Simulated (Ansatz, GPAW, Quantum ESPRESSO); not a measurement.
# The valence band of BH5CN2 as photoemission sees it

Aim: the valence spectrum of BH5CN2 from He I to hard X-rays, and which orbitals make each feature.

Calculated with Ansatz 0.2.0, Quantum ESPRESSO 7.5 and GPAW 26.7.0; DFT, PBE, plane-wave PAW, default files, scalar-relativistic, in the first sound run; inputs show where later runs differ.

## 1. Starting point

It takes space group Pna2_1 (No. 33, orthorhombic). Conventional cell: a = 7.980 Å, b = 6.543 Å, c = 7.061 Å, α = 90.00°, β = 90.00°, γ = 90.00°. Nearest to N lie 1 C at 1.17 Å. N has 3 H at 1.03 Å and 1 B at 1.59 Å nearest. Nearest to C lie 1 N at 1.17 Å and 1 B at 1.57 Å. Nearest to B lie 2 H at 1.21 to 1.22 Å and 1 C at 1.57 Å and 1 N at 1.59 Å. Nearest to H lie 1 B at 1.21 Å. H has 1 B at 1.22 Å nearest. Farther neighbours and most contacts between anions are not listed.

## 2. Self-consistent run, DOS and bands

First the ground state, then the DOS by atom and shell, which the cross sections turn into spectra. The DOS is taken on a denser mesh than the density.

File input.yaml:

```yaml
crystal:
  lattice:
    - [7.979704, 0.0, 0.0]
    - [0.0, 6.542905, 0.0]
    - [0.0, 0.0, 7.060796]
  atoms:
    - { symbol: "N", position: [0.960579, 0.649186, 0.620812] }
    - { symbol: "N", position: [0.039421, 0.350814, 0.120812] }
    - { symbol: "N", position: [0.539421, 0.149186, 0.120812] }
    - { symbol: "N", position: [0.460579, 0.850814, 0.620812] }
    - { symbol: "N", position: [0.337767, 0.456378, 0.825384] }
    - { symbol: "N", position: [0.662233, 0.543622, 0.325384] }
    - { symbol: "N", position: [0.162233, 0.956378, 0.325384] }
    - { symbol: "N", position: [0.837767, 0.043622, 0.825384] }
    - { symbol: C, position: [0.071631, 0.533923, 0.63717] }
    - { symbol: C, position: [0.928369, 0.466077, 0.13717] }
    - { symbol: C, position: [0.428369, 0.033923, 0.13717] }
    - { symbol: C, position: [0.571631, 0.966077, 0.63717] }
    - { symbol: B, position: [0.221493, 0.378734, 0.65665] }
    - { symbol: B, position: [0.778507, 0.621266, 0.15665] }
    - { symbol: B, position: [0.278507, 0.878734, 0.15665] }
    - { symbol: B, position: [0.721493, 0.121266, 0.65665] }
    - { symbol: H, position: [0.302124, 0.381924, 0.511096] }
    - { symbol: H, position: [0.697876, 0.618076, 0.011096] }
    - { symbol: H, position: [0.197876, 0.881924, 0.011096] }
    - { symbol: H, position: [0.802124, 0.118076, 0.511096] }
    - { symbol: H, position: [0.167001, 0.208492, 0.687551] }
    - { symbol: H, position: [0.832999, 0.791508, 0.187551] }
    - { symbol: H, position: [0.332999, 0.708492, 0.187551] }
    - { symbol: H, position: [0.667001, 0.291508, 0.687551] }
    - { symbol: H, position: [0.27526, 0.45922, 0.952814] }
    - { symbol: H, position: [0.72474, 0.54078, 0.452814] }
    - { symbol: H, position: [0.22474, 0.95922, 0.452814] }
    - { symbol: H, position: [0.77526, 0.04078, 0.952814] }
    - { symbol: H, position: [0.44153, 0.365232, 0.843211] }
    - { symbol: H, position: [0.55847, 0.634768, 0.343211] }
    - { symbol: H, position: [0.05847, 0.865232, 0.343211] }
    - { symbol: H, position: [0.94153, 0.134768, 0.843211] }
    - { symbol: H, position: [0.377456, 0.602593, 0.793311] }
    - { symbol: H, position: [0.622544, 0.397407, 0.293311] }
    - { symbol: H, position: [0.122544, 0.102593, 0.293311] }
    - { symbol: H, position: [0.877456, 0.897407, 0.793311] }
kpoints:
  mp_grid: { grid: [4, 4, 4] }
  band_path:
    path:
      - [0.0, 0.0, 0.0]
      - [0.5, 0.0, 0.0]
      - [0.5, 0.5, 0.0]
      - [0.0, 0.5, 0.0]
      - [0.0, 0.0, 0.0]
      - [0.0, 0.0, 0.5]
      - [0.5, 0.0, 0.5]
      - [0.5, 0.5, 0.5]
      - [0.0, 0.5, 0.5]
      - [0.0, 0.0, 0.5]
    npoints: 6
scf:
  occupations: { method: fermi_dirac, width: 0.02 }
  n_extra_bands: 40
hamiltonian:
  xc: pbe
  pseudopotentials: { kind: paw }
output:
  forces: true
  stress: true
  dos:
    projected:
      site_lists:
        "N": [0, 1, 2, 3, 4, 5, 6, 7]
        C: [8, 9, 10, 11]
        B: [12, 13, 14, 15]
        H: [16, 17, 18, 19, 20, 21, 22, 23, 24, 25, 26, 27, 28, 29, 30, 31, 32, 33, 34, 35]
    de: 0.05
    e_range: [-36, 12]
    nscf_kmesh: { grid: [6, 6, 6] }
  fatbands: true
  write_density: true
  write_potential: true
  elf: true
  volumetric_format: npy
```

Command:

```sh
$ ansatz run input.yaml --threads 4 --pin off --max-ram 12288MiB --backend cpu --events-out ev --progress --plain --runs-dir out
```

Then come: with PBEsol; quantum ESPRESSO: self-consistent run; quantum ESPRESSO: denser mesh; projected DOS and spectra; quantum ESPRESSO: bands; the same cell in GPAW; the programs side by side; another try. Settings of the main run: cutoff 420 eV, 4×4×4 k-mesh, Fermi-Dirac occupations, smearing width 0.02 eV, photon energies (21.2, 60, 1486.7, 2150, 9251.7) eV, gaussian fwhm 0.6 eV, lorentzian fwhm at zero 0.1 eV, lorentzian slope 0.05 eV per eV, sample temperature 300 K, light linear, emission gaussian fwhm 0.5 eV, DOS k mesh 6×6×6, DOS method tetrahedron, paw.

Q: Predict the results at each level.

BH5CN2 is an insulator or semiconductor at the base level (gap 5.47 eV), and its valence spectrum changes with photon energy as the shells' cross sections do. At 21.2 eV the valence spectrum has its highest listed peaks within 10.8 eV at 0.2 eV (mixed, H 1s leading), 1.7 eV (N 2p), 3.9 eV (N 2p), 6.2 eV (N 2p) and 7.4 eV (mixed, N 2p leading). At 1486.7 eV the valence spectrum has its highest listed peaks within 13 eV at 1.6 eV (N 2s), 2.4 eV (N 2s), 3.9 eV (mixed, N 2s leading), 6.2 eV (mixed, N 2p leading) and 7.5 eV (mixed, C 2s leading), and the deeper N 2s line at 15.4 eV is higher still.

- least gap on the mesh and the path: 5.47 eV
- strongest listed peak within 13 eV of the zero, at 1486.7 eV: 1.6 eV binding, mostly N 2s
- strongest listed peak within 13 eV of the zero, at 21.2 eV: 1.7 eV binding, mostly N 2p
- PBE (2.7 min on 4 threads): gap 5.47 eV, highest Al Kα peak within 13 eV at 1.6 eV (N 2s)
- PBEsol (2.7 min on 4 threads): gap 5.35 eV, highest Al Kα peak within 13 eV at 4.0 eV (N 2s)
- qe: gap 5.48 eV, highest Al Kα peak within 13 eV at 1.6 eV (N 2s)

The shell named is the one with most of the intensity, cross sections included, not always the one with most states there. With PBEsol, the gap on the path moves from 5.47 to 5.35 eV. The plane-wave programs agree on the gap on the path to 0.02 eV. At 21.2 eV the area is led by N 2p (52 %), at 9251.7 eV by N 2s (80 %), a shell that the model's window at 21.2 eV leaves out. Kohn–Sham levels aren't quasiparticle energies, so peak positions are approximate. Each run has its own recipe for the spectra (widths, photon energies, in some runs the light), so peak heights and places can differ between runs for that reason too. The structure comes from a computed Materials Project entry, not from a measurement. Semilocal Kohn–Sham gaps are too small as a rule.

[Logs are printed without paths, hosts, clocks, repeated set-up lines and the standing remarks that a program may print on its own settings, such as how far it seeks lower states.]

[Hosts, paths, dates, database ids (printed as entryN), source tags and the programs' standing remarks are cut or masked in the printed files.]

[Maps of the electrostatic potential energy from Ansatz leave out the sawtooth potential of an applied field or a dipole correction, so their vacuum need not be flat; work functions include it.]

[Peak lists hold at most the 14 tallest peaks of each spectrum; further lines can be left out.]
